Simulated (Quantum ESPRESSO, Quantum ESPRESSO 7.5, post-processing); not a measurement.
## 1T-PtSe2, 1 layer: a series in the share of short-range exact exchange

Wanted: a table for 1T-PtSe2, 1 layer against the share of short-range exact exchange, and what can be fitted to it.

Calculated with Quantum ESPRESSO 7.5; plane-wave DFT, PBE, SG15 norm-conserving pseudopotentials (geometry by pw.x at PBE, GBRV ultrasoft).

Report form: the programs' logs are mostly left out.

## 1. Set-up

The cell holds 3 atoms: 2 Se and 1 Pt. Cell: a = 3.750 Å, b = 3.750 Å, c = 17.268 Å, α = 90.0°, β = 90.0°, γ = 120.0°. It derives from PtSe2. Vacuum lies along c.

Set-up: Cell and atoms are relaxed under PBE (GBRV files) and held. Screened hybrids with norm-conserving files, screening 0.106 per bohr, fixed occupations, a 9×9×1 mesh with exchange on 3×3×1 q points. Levels count from the potential in the middle of the vacuum.

Members 0.15, 0.2 and 0.25 took the same steps and show in the table alone.

## 2. Variable-cell relaxation of the reference

What the set-up leaves free in this member is relaxed.

ref.relax.in reads:

```
&control
  prefix = 'ref.relax'
  outdir = './out'
  pseudo_dir = './pseudo'
  nstep = 80
  forc_conv_thr = 0.0004
  calculation = 'vc-relax'
  etot_conv_thr = 1e-06
/
&system
  ibrav = 0
  nat = 3
  ntyp = 2
  ecutwfc = 50
  ecutrho = 250
  occupations = 'smearing'
  smearing = 'fd'
  degauss = 0.004
/
&electrons
  conv_thr = 1e-09
  mixing_beta = 0.4
  electron_maxstep = 120
  mixing_mode = 'plain'
/
&ions
/
&cell
  cell_dofree = '2Dxy'
  press_conv_thr = 0.3
/
ATOMIC_SPECIES
  Se  78.9710  se_pbe_v1.uspp.F.UPF
  Pt  195.0840  pt_pbe_v1.4.uspp.F.UPF
CELL_PARAMETERS angstrom
  3.75000000000000 0.00000000000000 0.00000000000000
  -1.87500000000000 3.24759526419164 0.00000000000000
  0.00000000000000 0.00000000000000 17.26771779549397
ATOMIC_POSITIONS crystal
  Se  0.666666666700 0.333333333300 0.434336493613
  Pt  0.000000000000 0.000000000000 0.500000000000
  Se  0.333333333300 0.666666666700 0.565663506387
K_POINTS automatic
  12 12 1 0 0 0
```

On the command line:

```
> OMP_NUM_THREADS=1 mpirun -n 4 pw.x -nk 4 -in ref.relax.in > ref.relax.out
```

The job ended after 3.6 min (4 MPI ranks of Arm Neoverse V1, shared host; peak memory 0.7 GiB; 15 min of CPU time).

The steps of the relaxation:

```csv
step,energy less that of the first step (eV),largest force (eV/Å),volume (Å³)
1,0.0000,2.1821,210.29
2,-0.2070,1.3640,213.03
3,-0.3190,0.5957,215.46
4,-0.3432,0.1488,216.48
5,-0.3462,0.0656,216.18
6,-0.3503,0.0003,215.37
7,-0.3558,0.0571,213.80
8,-0.3606,0.0795,211.44
9,-0.3621,0.0452,209.85
10,-0.3623,0.0152,209.72
11,-0.3623,0.0004,209.78
12,-0.3623,0.0000,209.80
13,-0.3622,0.0000,209.80
```

```csv
cell as run,before,after,change
a (Å),3.750,3.746,-0.1 %
b (Å),3.750,3.746,-0.1 %
```

The atoms that moved most (Å, along periodic axes as changes of fractional coordinates times the final cell, across vacuum about the mean position):

```csv
atom,dx,dy,dz,length
Se1,0.000,0.000,-0.174,0.174
Se3,0.000,0.000,0.174,0.174
```

The relaxed structure:

```xyz
3
Lattice="3.7455 0.0000 0.0000 -1.8728 3.2437 0.0000 0.0000 0.0000 17.2677" Properties=species:S:1:pos:R:3
Se    1.8728    1.0812    7.3256
Pt    0.0000    0.0000    8.6339
Se    0.0000    2.1625    9.9421
```

 The last row is no step: it is a fresh SCF in the final cell with a new plane-wave basis, +0 meV from the row before.

Read from the output:

```
free energy  : -4054.3285 eV
Fermi energy : -0.4149 eV
```

## 3. Self-consistent run, 0

The self-consistent run of this member.

Level of this step: plane-wave DFT, PBE, SG15 norm-conserving pseudopotentials (Quantum ESPRESSO 7.5).

m0.scf.in reads:

```
&control
  prefix = 'm0.scf'
  outdir = './out'
  pseudo_dir = './pseudo'
  calculation = 'scf'
  tprnfor = .true.
/
&system
  ibrav = 0
  nat = 3
  ntyp = 2
  ecutwfc = 60
  ecutrho = 240
  occupations = 'fixed'
  nbnd = 18
/
&electrons
  conv_thr = 1e-08
  mixing_beta = 0.6
  electron_maxstep = 120
/
ATOMIC_SPECIES
  Se  78.9710  Se_ONCV_PBE-1.2.upf
  Pt  195.0840  Pt_ONCV_PBE-1.2.upf
CELL_PARAMETERS angstrom
  3.74554525400000 0.00000000000000 0.00000000000000
  -1.87277262700000 3.24373734100000 0.00000000000000
  0.00000000000000 0.00000000000000 17.26771779500000
ATOMIC_POSITIONS crystal
  Se  0.666666666700 0.333333333300 0.424236160700
  Pt  0.000000000000 0.000000000000 0.500000000000
  Se  0.333333333300 0.666666666700 0.575763839300
K_POINTS automatic
  9 9 1 0 0 0
```

On the command line:

```
> OMP_NUM_THREADS=1 mpirun -n 4 pw.x -nk 4 -in m0.scf.in > m0.scf.out
```

It took 14 s on 4 MPI ranks; peak memory 0.46 GiB; 54 s of CPU time.

This step gave:

```
free energy                          : -3816.7332 eV
valence top, on the run's zero       : -1.086 eV
conduction bottom, on the run's zero : 0.3058 eV
gap by band count                    : 1.392 eV
```

## 4. Electrostatic potential, 0

plot_num = 11 writes the bare and Hartree potential, from which vacuum levels or, in a crystal, the mean potential are read.

m0.pot.in reads:

```
&inputpp
  prefix = 'm0.scf'
  outdir = './out'
  filplot = 'm0.pot.dat'
  plot_num = 11
/
```

On the command line:

```
> OMP_NUM_THREADS=1 mpirun -n 4 pp.x -in m0.pot.in > m0.pot.out
```

Elapsed: 0.76 s, on 4 MPI ranks; peak memory 0.09 GiB.

Numbers from this step:

```
potential in the middle of the vacuum, over the valence top : 5.724 eV
```

Electrostatic potential energy of an electron; zero at the highest filled level of the SCF mesh. Table of potential energy, planar mean by z:

```csv
z (Å),"potential energy, planar mean (eV)"
0.0,5.72
0.5,5.72
1.0,5.72
1.5,5.72
2.0,5.72
2.5,5.72
3.0,5.72
3.5,5.72
4.0,5.72
4.5,5.71
5.0,5.67
5.5,5.51
6.0,4.84
6.5,1.99
7.0,-7.86
7.5,-12.2
8.0,-7.70
8.5,-20.3
9.0,-13.8
9.5,-8.38
10.0,-12.7
10.5,-2.29
11.0,3.80
11.5,5.27
12.0,5.61
12.5,5.70
13.0,5.72
13.5,5.72
14.0,5.72
14.5,5.72
15.0,5.72
15.5,5.72
16.0,5.72
16.5,5.72
17.0,5.72
```

## 5. Self-consistent run, 0.1

Level of this step: plane-wave DFT, screened hybrid with 0.1 exact exchange, SG15 norm-conserving pseudopotentials (Quantum ESPRESSO 7.5). input_dft overrides the functional of the files.

m1.scf.in is the input of step 3 with these lines changed:

```diff
@@ -1,3 +1,3 @@
 &control
-  prefix = 'm0.scf'
+  prefix = 'm1.scf'
   outdir = './out'
@@ -15,2 +15,8 @@
   nbnd = 18
+  input_dft = 'hse'
+  exx_fraction = 0.1
+  nqx1 = 3
+  nqx2 = 3
+  nqx3 = 1
+  ecutfock = 60
 /
```

On the command line:

```
> OMP_NUM_THREADS=1 mpirun -n 4 pw.x -nk 4 -in m1.scf.in > m1.scf.out
```

It took 60 s on 4 MPI ranks; peak memory 3.3 GiB; 4 min of CPU time.

This step gave:

| Item | Value |
| --- | --- |
| free energy | -3816.2975 eV |
| valence top, on the run's zero | -1.272 eV |
| conduction bottom, on the run's zero | 0.3657 eV |
| gap by band count | 1.638 eV |

## 6. SCF with pw.x, 0.3

Level of this step: plane-wave DFT, screened hybrid with 0.3 exact exchange, SG15 norm-conserving pseudopotentials (Quantum ESPRESSO 7.5). input_dft overrides the functional of the files.

m5.scf.in is the input of step 5 with these lines changed:

```diff
@@ -1,3 +1,3 @@
 &control
-  prefix = 'm1.scf'
+  prefix = 'm5.scf'
   outdir = './out'
@@ -16,3 +16,3 @@
   input_dft = 'hse'
-  exx_fraction = 0.1
+  exx_fraction = 0.3
   nqx1 = 3
```

On the command line:

```
> OMP_NUM_THREADS=1 mpirun -n 4 pw.x -nk 4 -in m5.scf.in > m5.scf.out
```

It took 99 s on 4 MPI ranks; peak memory 3.3 GiB; 6.6 min of CPU time.

Numbers from this step:

```
free energy                          : -3815.4979 eV
valence top, on the run's zero       : -1.657 eV
conduction bottom, on the run's zero : 0.5179 eV
gap by band count                    : 2.175 eV
```

## 7. Ground state, 0.4

Level of this step: plane-wave DFT, screened hybrid with 0.4 exact exchange, SG15 norm-conserving pseudopotentials (Quantum ESPRESSO 7.5). input_dft overrides the functional of the files.

m6.scf.in is the input of step 6 with these lines changed:

```diff
@@ -1,3 +1,3 @@
 &control
-  prefix = 'm5.scf'
+  prefix = 'm6.scf'
   outdir = './out'
@@ -16,3 +16,3 @@
   input_dft = 'hse'
-  exx_fraction = 0.3
+  exx_fraction = 0.4
   nqx1 = 3
```

On the command line:

```
> OMP_NUM_THREADS=1 mpirun -n 4 pw.x -nk 4 -in m6.scf.in > m6.scf.out
```

The job ended after 1.8 min (4 MPI ranks; peak memory 3.3 GiB).

Read from the output:

```
free energy                          : -3815.1330 eV
valence top, on the run's zero       : -1.855 eV
conduction bottom, on the run's zero : 0.6097 eV
gap by band count                    : 2.465 eV
```

## 8. The series side by side

The series in one table:

```csv
"the share of short-range exact exchange (0.25 is HSE06, 0 is PBE)",gap on the mesh (eV),vacuum level over the valence top (eV)
0,1.392,5.724
0.1,1.638,5.912
0.15,1.767,6.007
0.2,1.899,6.104
0.25,2.035,6.202
0.3,2.175,6.301
0.4,2.465,6.503
```

## 9. Worked from the printed numbers

A line through all members has gap = 1.373 + 2.683 α eV and misses single members by up to 0.018 eV; a gap of 1.89 eV, 0.5 above the first member's, would need α = (1.89 − 1.373)/2.683 = 0.19.

## 10. What came out

* gap at a share of 0.25 (HSE06): 2.04 eV
* gap on the mesh, at 0 and at 0.4: 1.39, 2.46 eV
* vacuum level over the valence top, at 0 and at 0.4: 5.72, 6.50 eV

The series holds 7 members; gap at a share of 0.25 (HSE06): 2.04 eV. From 0 to 0.4 the gap on the mesh rises from 1.39 to 2.46 eV. From 0 to 0.4 the vacuum level over the valence top rises from 5.72 to 6.50 eV. The valence top sinks by 1.95 eV and the gap opens by 2.68 eV per unit share, so the valence top carries 73 % of the opening. Gaps are those of the mesh; no spin-orbit coupling; the q mesh was not tested; the geometry stays that of PBE.

[Logs are printed without paths, hosts, clocks, repeated set-up lines and the standing remarks that a program may print on its own settings, such as how far it seeks lower states.]

[Hosts, paths, dates, database ids (printed as entryN), source tags and the programs' standing remarks are cut or masked in the printed files.]

[Maps of the electrostatic potential energy from Ansatz leave out the sawtooth potential of an applied field or a dipole correction, so their vacuum need not be flat; planar profiles and work functions include it.]
